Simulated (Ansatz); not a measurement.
# Cu3Hg (built on the sites of a database entry of Li3Hg): a soft mode frozen in

Aim: this structure of Cu3Hg (built on the sites of a database entry of Li3Hg) is to be tested for unstable modes, and one is followed downhill.

Calculated with Ansatz 0.2.0; DFT PBE+D3(BJ), scalar-relativistic, plane waves, PAW.

Most raw output is cut from this account.

The structure was built from a prototype and need not be the compound's stable phase.

**1. Starting point**

It takes space group Fm-3m (No. 225, cubic). The conventional cell has a = 6.020 Å, b = 6.020 Å, c = 6.020 Å, α = 90.00°, β = 90.00°, γ = 90.00°. Cu has 4 Cu at 2.61 Å and 4 Hg at 2.61 Å nearest. Cu has 8 Cu at 2.61 Å nearest. Nearest to Hg lie 8 Cu at 2.61 Å. Farther neighbours are not listed.

Structure file:

```cif
data_structure
_symmetry_space_group_name_H-M 'P 1'
_symmetry_Int_Tables_number 1
_cell_length_a 4.2567
_cell_length_b 4.2567
_cell_length_c 4.2567
_cell_angle_alpha 60.000
_cell_angle_beta 60.000
_cell_angle_gamma 60.000
_cell_volume 54.54
loop_
_atom_site_label
_atom_site_type_symbol
_atom_site_fract_x
_atom_site_fract_y
_atom_site_fract_z
_atom_site_occupancy
Cu1 Cu 0.25000 0.25000 0.25000 1
Cu2 Cu 0.75000 0.75000 0.75000 1
Cu3 Cu 0.50000 0.50000 0.50000 1
Hg4 Hg 0.00000 0.00000 0.00000 1
```

**2. The dispersion**

The cell comes from relaxations at this level that are not shown. Stability and thermal properties need the whole zone. Linear response on a 4×4×4 q mesh gives force constants as far as a supercell of that size would.

input.yaml reads:

```yaml
crystal:
  lattice:
    - [0.0, 3.009930578, 3.009930578]
    - [3.009930578, 0.0, 3.009930578]
    - [3.009930578, 3.009930578, 0.0]
  atoms:
    - { symbol: Cu, position: [0.25, 0.25, 0.25] }
    - { symbol: Cu, position: [0.75, 0.75, 0.75] }
    - { symbol: Cu, position: [0.5, 0.5, 0.5] }
    - { symbol: Hg, position: [0.0, 0.0, 0.0] }
kpoints:
  mp_grid: { grid: [12, 12, 12] }
hamiltonian:
  xc: pbe
  dispersion: d3bj
scf:
  occupations: { method: methfessel_paxton, width: 0.2 }
output:
  eigenvalues: true
phonons:
  method: dfpt
  qmesh: [4, 4, 4]
  temperatures: { t_max: 1000, t_step: 50 }
  qpath:
    path:
      - [[0.0, 0.0, 0.0], [0.5, 0.0, 0.5], [0.625, 0.25, 0.625]]
      - [[0.375, 0.375, 0.75], [0.0, 0.0, 0.0], [0.5, 0.5, 0.5], [0.5, 0.25, 0.75], [0.5, 0.0, 0.5]]
    npoints: 10
```

Launch:

```bash
$ ansatz run input.yaml --threads 8 --pin off --max-ram 14336MiB --backend cpu --events-out ev --progress --plain --runs-dir out
```

Elapsed: 17 min, on 8 threads of Arm Neoverse V2, shared host; peak memory 8.7 GiB.

This step gave:

* volume per atom: 13.63 Å³
* gap on the k-mesh: 0 eV
* sum-rule residual before enforcement: 4.62e-5 eV/Å²
* lowest frequency on the path: -35.24 cm⁻¹
* point group: m-3m
* highest frequency on the path or at a solved wavevector: 212.9 cm⁻¹
* highest optical mode at the zone centre (no LO-TO term): 193.6 cm⁻¹
* lowest optical zone-centre mode: 134 cm⁻¹
* lowest mode on the q mesh (acoustic modes at Γ apart): -34.98 cm⁻¹

Frequencies (cm⁻¹) solved at each irreducible wavevector; negative means imaginary. Frequencies by wavevector, by row:

| q in reciprocal lattice units | star | mode 1 | mode 2 | mode 3 | mode 4 | mode 10 | mode 11 | mode 12 |
| --- | --- | --- | --- | --- | --- | --- | --- | --- |
| 0 0 0 | 1 | 0 | 0 | 0 | 134 | 193.6 | 193.6 | 193.6 |
| 0 0 0.25 | 8 | 27.6 | 27.6 | 70.7 | 110.6 | 190.2 | 192.7 | 192.7 |
| 0 0 -0.5 | 4 | 38.4 | 38.4 | 79.8 | 96.5 | 183.9 | 188.3 | 188.3 |
| 0 0.25 0.25 | 6 | 36 | 36 | 85.3 | 98.7 | 184.6 | 195.1 | 195.1 |
| 0 0.25 -0.5 | 24 | -14.2 | 38.7 | 78.2 | 109.6 | 191.2 | 198.7 | 204.6 |
| 0 0.25 -0.25 | 12 | -24.1 | 58.2 | 58.4 | 111.1 | 193.5 | 197 | 199.9 |
| 0 -0.5 -0.5 | 3 | -35 | -35 | 112.2 | 122 | 166 | 212.9 | 212.9 |
| 0.25 -0.5 -0.25 | 6 | -18.9 | 64.8 | 64.8 | 94.6 | 195.7 | 195.7 | 200.1 |

Interpolated from a 4×4×4 q mesh. The phonon branches at the labelled points (cm⁻¹):

| point | branch 1 | branch 2 | branch 3 | branch 4 | branch 9 | branch 10 | branch 11 | branch 12 |
| --- | --- | --- | --- | --- | --- | --- | --- | --- |
| Γ | 0 | 0 | 0 | 134 | 154 | 194 | 194 | 194 |
| halfway | 36 | 36 | 85 | 99 | 179 | 185 | 195 | 195 |
| X | -35 | -35 | 112 | 122 | 163 | 166 | 213 | 213 |
| halfway | -35 | -20 | 107 | 115 | 172 | 173 | 209 | 212 |
| U | -35 | 40 | 92 | 107 | 182 | 186 | 199 | 209 |
| jump to K | -35 | 40 | 92 | 107 | 182 | 186 | 199 | 209 |
| halfway | -16 | 50 | 66 | 104 | 179 | 190 | 194 | 197 |
| Γ | 0 | 0 | 0 | 134 | 154 | 194 | 194 | 194 |
| halfway | 28 | 28 | 71 | 111 | 172 | 190 | 193 | 193 |
| L | 38 | 38 | 80 | 96 | 179 | 184 | 188 | 188 |
| halfway | 7 | 45 | 74 | 109 | 182 | 188 | 198 | 200 |
| W | -19 | 65 | 65 | 95 | 189 | 196 | 196 | 200 |
| halfway | -30 | 9 | 101 | 108 | 177 | 178 | 208 | 208 |
| X | -35 | -35 | 112 | 122 | 163 | 166 | 213 | 213 |

Symmetry leaves 8 wavevectors to solve. The lowest mode among them, the acoustic zeros apart, lies at q = (0, -0.5, -0.5) and is imaginary, 35.0i cm⁻¹, so the energy falls along it.

**3. The mode frozen in, largest atomic shift 0 Å**

The mode followed lies at q = (0, -0.5, -0.5) with frequency 35.0i cm⁻¹ and is 2-fold degenerate, the softest among the wavevectors solved. At small amplitude the distorted cell has space group no. 11 by a symmetry search on the positions. The undistorted cell that holds it gives the zero of energy on the same k mesh.

System of this step: Cu3Hg (built on the sites of a database entry of Li3Hg). Symmetry: Fm-3m, No. 225, cubic system. Conventional cell: a = 6.020 Å, b = 6.020 Å, c = 6.020 Å, α = 90.00°, β = 90.00°, γ = 90.00°. Nearest to Cu lie 4 Cu at 2.61 Å and 4 Hg at 2.61 Å. Nearest to Cu lie 8 Cu at 2.61 Å. Nearest to Hg lie 8 Cu at 2.61 Å. Farther neighbours are not listed.

input.yaml reads:

```yaml
crystal:
  lattice:
    - [0.0, -3.009930578, -3.009930578]
    - [0.0, 3.009930578, -3.009930578]
    - [6.0198611561, 0.0, 0.0]
  atoms:
    - { symbol: Cu, position: [0.0, 0.5, 0.75] }
    - { symbol: Cu, position: [0.5, 0.0, 0.25] }
    - { symbol: Cu, position: [0.0, 0.5, 0.25] }
    - { symbol: Cu, position: [0.5, 0.0, 0.75] }
    - { symbol: Cu, position: [0.5, 0.5, 0.0] }
    - { symbol: Cu, position: [0.0, 0.0, 0.5] }
    - { symbol: Hg, position: [0.0, 0.0, 0.0] }
    - { symbol: Hg, position: [0.5, 0.5, 0.5] }
kpoints:
  mp_grid: { grid: [8, 8, 6] }
hamiltonian:
  xc: pbe
  dispersion: d3bj
scf:
  occupations: { method: methfessel_paxton, width: 0.2 }
output:
  forces: true
  stress: true
  eigenvalues: true
```

It took 4.2 s on 8 threads; peak memory 0.97 GiB; 32 s of CPU time.

Numbers from this step:

| Quantity | Value |
| --- | --- |
| pressure | 8.81e-4 GPa |
| energy from the undistorted cell | 0 meV/atom |

The run ends at a pressure of 0.00 GPa.

**4. The mode frozen in, largest atomic shift 0.22 Å**

The atoms are moved along the unstable eigenvector, the largest shift by 0.22 Å, with the cell fixed.

input.yaml, the sections that differ from step 3:

```yaml
crystal:
  lattice:
    - [0.0, -3.009930578, -3.009930578]
    - [0.0, 3.009930578, -3.009930578]
    - [6.0198611561, 0.0, 0.0]
  atoms:
    - { symbol: Cu, position: [0.0515106764, 0.5042220408, 0.75] }
    - { symbol: Cu, position: [0.4484893236, -0.0042220408, 0.25] }
    - { symbol: Cu, position: [0.0515106764, 0.5042220408, 0.25] }
    - { symbol: Cu, position: [0.4484893236, -0.0042220408, 0.75] }
    - { symbol: Cu, position: [0.5314089198, 0.4974255873, 0.0] }
    - { symbol: Cu, position: [-0.0314089198, 0.0025744127, 0.5] }
    - { symbol: Hg, position: [-0.0499747881, 0.0040961526, 0.0] }
    - { symbol: Hg, position: [0.5499747881, 0.4959038474, 0.5] }
# kpoints, hamiltonian, scf, output: as in step 3
```

The job ended after 11 s (8 threads; peak memory 1.4 GiB).

This step gave:

```
pressure                         : 0.2705 GPa
energy from the undistorted cell : -2.46 meV/atom
```

The energy, extrapolated to zero smearing, is -2.46 meV/atom against the undistorted cell.

The run ends at a pressure of 0.27 GPa, with forces up to 0.10 eV/Å.

**5. Energy along the mode, all amplitudes (two of the runs are shown above)**

An imaginary frequency means negative curvature, so the energy should fall and then rise again as anharmonic terms take over.

Numbers from this step:

* depth at the lowest point sampled: 2.46 meV/atom
* largest atomic shift at that point: 0.22 Å

The energy from the parent by largest atomic shift:

| largest atomic shift (Å) | energy from the parent (meV/atom) |
| --- | --- |
| 0.000 | 0 |
| 0.040 | -0.261 |
| 0.080 | -0.963 |
| 0.140 | -2.29 |
| 0.220 | -2.46 |
| 0.320 | 6.07 |

Displacement at unit largest shift by atom:

| atom | x (Å) | y (Å) | z (Å) | size |
| --- | --- | --- | --- | --- |
| Cu1 | 0.00 | -0.65 | -0.76 | 1.00 |
| Cu2 | 0.00 | 0.65 | 0.76 | 1.00 |
| Cu3 | 0.00 | -0.65 | -0.76 | 1.00 |
| Cu4 | 0.00 | 0.65 | 0.76 | 1.00 |
| Cu5 | 0.00 | -0.47 | -0.39 | 0.61 |
| Cu6 | 0.00 | 0.47 | 0.39 | 0.61 |
| Hg7 | 0.00 | 0.74 | 0.63 | 0.97 |
| Hg8 | 0.00 | -0.74 | -0.63 | 0.97 |

The lowest of the steps tried is at 0.22 Å, 2.46 meV/atom below the parent; the bottom of the well need not coincide with a step.

**6. Relaxing from the distorted cell**

Starting from the lowest point found, all atoms and the cell are let go, so that strain and other modes of the same symmetry can join in.

Changes to input.yaml since step 4:

```diff
@@ -25 +25,6 @@
   eigenvalues: true
+relax:
+  adjacent_minimum: "off"
+  f_tol: 0.002
+  max_steps: 120
+  cell: { stress_tol: 0.03 }
```

Wall time 2.7 min (8 threads); peak memory 1.4 GiB; 21 min of CPU time.

Step by step:

| step | energy less that of the first step (eV) | largest force component (eV/Å) | pressure (GPa) | volume (Å³) |
| --- | --- | --- | --- | --- |
| 1 | 0.0000 | 0.0806 | 0.27 | 109.08 |
| 2 | -0.0354 | 0.0463 | 0.09 | 109.07 |
| 3 | -0.1166 | 0.1498 | 0.50 | 108.50 |
| 4 | -0.2303 | 0.0769 | -2.80 | 110.81 |
| 5 | -0.2386 | 0.1134 | 0.41 | 108.09 |
| 6 | -0.2816 | 0.0572 | 0.33 | 108.18 |
| 7 | -0.2836 | 0.0068 | -0.01 | 108.40 |
| 8 | -0.2836 | 0.0022 | 0.02 | 108.37 |
| 9 | -0.2836 | 0.0006 | -0.02 | 108.40 |
| 10* | -0.2873 | 0.0011 | 0.12 | 108.40 |
| 11 | -0.2877 | 0.0023 | 0.01 | 108.49 |
| 12 | -0.2877 | 0.0001 | 0.00 | 108.50 |
| 13* | -0.2878 | 0.0001 | 0.00 | 108.50 |

Relaxation steps marked * repeat the geometry before them on a plane-wave basis chosen anew for their cell, so energy and pressure can jump there.

Forces are held to the 4 operations that the run works with; a distortion that breaks them can't arise in this run.

| cell as run | before | after | change |
| --- | --- | --- | --- |
| a (Å) | 4.257 | 4.688 | +10.1 % |
| b (Å) | 4.257 | 4.352 | +2.2 % |
| c (Å) | 6.020 | 5.319 | -11.6 % |
| volume (Å³/atom) | 13.63 | 13.56 | -0.5 % |

The atoms that moved most (Å, as changes of fractional coordinates times the final cell):

| atom | dx | dy | dz | length |
| --- | --- | --- | --- | --- |
| Hg7 | 0.000 | 0.144 | 0.169 | 0.222 |
| Hg8 | 0.000 | -0.144 | -0.169 | 0.222 |
| Cu3 | 0.007 | -0.159 | -0.133 | 0.207 |
| Cu1 | -0.007 | -0.159 | -0.133 | 0.207 |
| Cu4 | 0.007 | 0.159 | 0.133 | 0.207 |
| Cu2 | -0.007 | 0.159 | 0.133 | 0.207 |
| Cu6 | 0.000 | 0.071 | 0.087 | 0.112 |
| Cu5 | 0.000 | -0.071 | -0.087 | 0.112 |

This step gave:

- pressure: 0.001568 GPa
- volume per atom: 13.56 Å³

The distorted start has space group P2_1/m; the relaxation ends in Pmmn.

**7. The new phase in its own primitive cell**

The relaxed structure is symmetrised, reduced to its primitive cell and relaxed tightly, as its phonons need.

input.yaml reads:

```yaml
crystal:
  lattice:
    - [4.351696711, 0.0, 0.0]
    - [0.0, 5.3189202857, 0.0]
    - [0.0, 0.0, 4.6877204098]
  atoms:
    - { symbol: Cu, position: [0.0, 0.2513563532, 0.8455213972] }
    - { symbol: Cu, position: [0.5, 0.7513563532, 0.1544786028] }
    - { symbol: Cu, position: [0.0, 0.7486436468, 0.8455213972] }
    - { symbol: Cu, position: [0.5, 0.2486436468, 0.1544786028] }
    - { symbol: Cu, position: [0.0, 0.0, 0.3052501271] }
    - { symbol: Cu, position: [0.5, 0.5, 0.6947498729] }
    - { symbol: Hg, position: [0.5, 0.0, 0.6528697687] }
    - { symbol: Hg, position: [0.0, 0.5, 0.3471302313] }
kpoints:
  mp_grid: { grid: [8, 8, 8] }
hamiltonian:
  xc: pbe
  dispersion: d3bj
scf:
  occupations: { method: methfessel_paxton, width: 0.2 }
output:
  forces: true
  stress: true
  eigenvalues: true
relax:
  adjacent_minimum: "off"
  f_tol: 0.001
  max_steps: 60
  cell: { stress_tol: 0.01 }
```

Wall time 62 s (8 threads); peak memory 1.4 GiB.

Step by step:

| step | energy less that of the first step (eV) | largest force component (eV/Å) | pressure (GPa) | volume (Å³) |
| --- | --- | --- | --- | --- |
| 1 | 0.0000 | 0.0124 | 0.01 | 108.50 |
| 2 | -0.0008 | 0.0080 | -0.02 | 108.53 |
| 3 | -0.0013 | 0.0077 | 0.07 | 108.47 |
| 4 | -0.0013 | 0.0031 | -0.07 | 108.58 |
| 5 | -0.0014 | 0.0007 | 0.00 | 108.54 |
| 6 | -0.0014 | 0.0004 | 0.00 | 108.53 |
| 7* | -0.0014 | 0.0004 | 0.00 | 108.53 |

Relaxation steps marked * repeat the geometry before them on a plane-wave basis chosen anew for their cell, so energy and pressure can jump there.

Forces are held to the 8 operations that the run works with; a distortion that breaks them can't arise in this run.

| conventional cell, symmetrised | before | after | change |
| --- | --- | --- | --- |
| a (Å) | 4.352 | 4.331 | -0.5 % |
| b (Å) | 5.319 | 5.324 | +0.1 % |
| c (Å) | 4.688 | 4.707 | +0.4 % |
| volume (Å³/atom) | 13.56 | 13.57 | +0.0 % |

This step gave:

```yaml
pressure: 9.71e-4 GPa
volume_per_atom: 13.57 Å³
```

The largest force component left is 0.39 meV/Å and the pressure is 0.001 GPa, within the tolerances set. The cell now holds 13.57 Å³/atom.

**8. Modes of the new phase, k-mesh 8×8×8**

A relaxed structure may still be a saddle point, so its zone-centre modes are computed. No field response is asked, since the mesh shows no gap.

input.yaml reads:

```yaml
crystal:
  lattice:
    - [4.3310802728, 0.0, 0.0]
    - [0.0, 5.3237915812, 0.0]
    - [0.0, 0.0, 4.707016013]
  atoms:
    - { symbol: Cu, position: [0.0, 0.2518890206, 0.8468436502] }
    - { symbol: Cu, position: [0.5, 0.7518890206, 0.1531563498] }
    - { symbol: Cu, position: [0.0, 0.7481109794, 0.8468436502] }
    - { symbol: Cu, position: [0.5, 0.2481109794, 0.1531563498] }
    - { symbol: Cu, position: [0.0, 0.0, 0.3042803438] }
    - { symbol: Cu, position: [0.5, 0.5, 0.6957196562] }
    - { symbol: Hg, position: [0.5, 0.0, 0.6511411307] }
    - { symbol: Hg, position: [0.0, 0.5, 0.3488588693] }
kpoints:
  mp_grid: { grid: [8, 8, 8] }
hamiltonian:
  xc: pbe
  dispersion: d3bj
scf:
  occupations: { method: methfessel_paxton, width: 0.2 }
output:
  eigenvalues: true
phonons:
  method: dfpt
```

The job ended after 5.5 min (8 threads; peak memory 4.8 GiB).

The run was cut off at the time limit after its SCF cycle had converged; no result of it is taken.

The program's message: “Warning: RAYON”

**9. Results**

| Item | Value |
| --- | --- |
| unstable mode of the parent | q = (0, -0.5, -0.5), 35i cm⁻¹ |
| depth at the lowest point sampled | 2.46 meV/atom |
| largest atomic shift at that point | 0.22 Å |
| space group reached (within 0.01 Å) | Pmmn |
| energy gained over the parent (first relaxation, on the mesh of the frozen mode) | 38.4 meV/atom |
| volume per atom, phase reached | 13.6 Å³ |

What this shows: Along this mode the structure falls into Pmmn, 38.4 meV/atom below the parent. At the parent's cell the well is 2.46 meV/atom deep on the steps tried, with its lowest point at a shift of 0.22 Å. Relaxing atoms and cell changes the gain by +35.99 meV/atom against the lowest step (energies at zero smearing). Most of the total comes from this relaxation. The modes of the phase reached were not computed on this path. Of the 3 patterns followed to their end from this parent, this one reaches the lowest energy. Each path keeps the symmetry of its pattern, so a lower phase may lie along a pattern not tried. With no gap, or one that is small against the smearing, the frequencies hang on the k mesh and the smearing, most of all near Kohn anomalies. The phonon runs are without spin polarisation, although the cell has an odd electron count. Spin-orbit coupling is left out, which can matter for the heavy elements here. In the phonons the program treats the change of the C6 weights of the dispersion term with coordination only in part. The starting cell was built on a prototype and not taken from a measurement, so the phase need not exist.

[Logs are printed without paths, hosts, clocks, repeated set-up lines and the standing remarks that a program may print on its own settings, such as how far it seeks lower states.]

[Hosts, paths, dates, database ids (printed as entryN), source tags and the programs' standing remarks are cut or masked in the printed files.]
